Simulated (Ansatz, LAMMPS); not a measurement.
# Compressing and expanding a frame of amorphous polycarbonate of ethylene (as short chains C26O24H38) from 300 K (176 atoms): runs compared

How stiff is a frame of amorphous polycarbonate of ethylene (as short chains C26O24H38) from 300 K (176 atoms)?

Computed with Ansatz 0.2.0: Kohn-Sham DFT, r2SCAN+D4, PAW (set soft_2), plane waves.

### Step 1. The cell as built

The cell holds 176 atoms: 52 C, 48 O and 76 H. Its edges and angles: a = 12.180 Å, b = 12.180 Å, c = 12.180 Å, α = 90.0°, β = 90.0°, γ = 90.0°. 2 polycarbonate of ethylene chains of 8 units with methyl end groups placed at random, at 1.35 g/cm³; overlaps pushed apart, then 20 ps at 800 K with MMFF94 bonds, angles, torsions, charges and radii (Halgren, J. Comput. Chem. 17, 490 (1996)) in harmonic and 12-6 forms. Snapshot after 30 ps at 300 K and fixed volume.

What the set-up can't give: The network of contacts between molecules at the start is that of the classical potential that made the cell, and needn't be the one that DFT or experiment would give. Only the Γ point is sampled.

### Step 2. The reference run

The reference is a single point at the end of the relaxation.

Every strained cell starts from the geometry of this run, and its atoms are relaxed with the cell held.

Its input, with most atom lines left out:

```yaml
crystal:
  lattice:
    - [11.376, 0.20409, 0.2044]
    - [0.20409, 12.43418, 0.33445]
    - [0.2044, 0.33445, 12.23313]
  atoms:
    - { symbol: C, position: [0.93837, 0.38925, 0.43638] }
    - { symbol: O, position: [0.85769, 0.447, 0.50726] }
    - { symbol: C, position: [0.87475, 0.43114, 0.61428] }
    - { symbol: O, position: [0.95515, 0.38061, 0.65632] }
    - { symbol: O, position: [0.78603, 0.48253, 0.66639] }
    - { symbol: C, position: [0.77956, 0.46217, 0.78263] }
    - { symbol: C, position: [0.86056, 0.53475, 0.83842] }
    [... atom lines 8 to 176 left out ...]
kpoints:
  mp_grid: { grid: [1, 1, 1] }
hamiltonian:
  xc: r2scan
  dispersion: d4
scf:
  occupations: { method: fixed }
output:
  forces: true
  stress: true
  populations: true
  dos:
    method: { smearing: { sigma: 0.15 } }
    de: 0.1
    projected: { site_lists: { C: [C], H: [H], O: [O] } }
  eigenvalues: true
  write_density: true
  write_potential: true
  volumetric_format: npy
```

* free energy per atom: -236.2018 eV/atom
* r.m.s. force component: 0.00766 eV/Å
* pressure: -0.00825 GPa

Filled and empty levels are parted by 6.27 eV (at Γ alone); a semilocal functional tends to put such gaps too low. In a disordered cell it changes from sample to sample, and tail or defect levels can set it.

### Step 3. The runs

Each row is one run, on 4 threads of Arm Neoverse V2, shared host. The free energy is the program's total, comparable only between runs with the same functional, potentials and atoms.

```csv
run,atoms,outcome,"ionic steps, all passes",free energy (eV),time,host memory (GiB)
Single point at the start,176,converged,-,-41562.218,52 s,4.7
Cell and atoms relaxed,176,converged,25,-41571.511,18 min,4.7
Single point at the relaxed geometry,176,converged,-,-41571.511,86 s,5.0
Volume -3 %,176,converged,7,-41571.465,6.8 min,4.8
Volume +3 %,176,converged,6,-41571.481,6.2 min,5.3
Volume -6 %,176,cut at the time limit,8,-41571.315,7.8 min,4.7
```

In some runs the program notes that the exchange-correlation potential is rough where the density is thin and the SCF threshold is loose for the stress.

### Step 4. Pressure against volume

Atoms are relaxed at each volume, in the scaled cell.

```csv
volume change (%),volume (Å³/atom),energy change (meV/atom),pressure (GPa),largest move on relaxing (Å),bonds,gap (eV)
-3,9.524,0.26,0.30,0.10,174,6.23
+0,9.819,0.00,-0.01,-,174,6.27
+3,10.113,0.17,-0.20,0.10,174,6.29
```

### Step 5. What came out

The bulk modulus, from the slope of pressure against ln V over the three points nearest the relaxed volume, is 8.28 GPa. The gap goes from 6.23 eV at the smallest volume to 6.29 eV at the largest, +1.1 eV per unit of ln V by a straight line, on the run's k-points.

Caveats: Strains are finite and relaxations stop at the force tolerance of the input, which can leave moduli too stiff; they are those of a static cell at zero temperature. Volumes are changed with the cell's shape held, so in an anisotropic solid the modulus lies over the one under free hydrostatic load. The program notes that the SCF threshold of the relaxations is loose for the stress.

The DFT runs together took 41 min of wall time.

[Logs are printed without paths, hosts, clocks, repeated set-up lines and the standing remarks that a program may print on its own settings, such as how far it seeks lower states.]

[Hosts, paths, dates, database ids (printed as entryN), source tags and the programs' standing remarks are cut or masked in the printed files.]

[The MMFF94 radii named for the starting cell were scaled by 0.96; in molecules described by MMFF94, hydrogen bound to N, O or S took a small fixed 12-6 site in their place.]
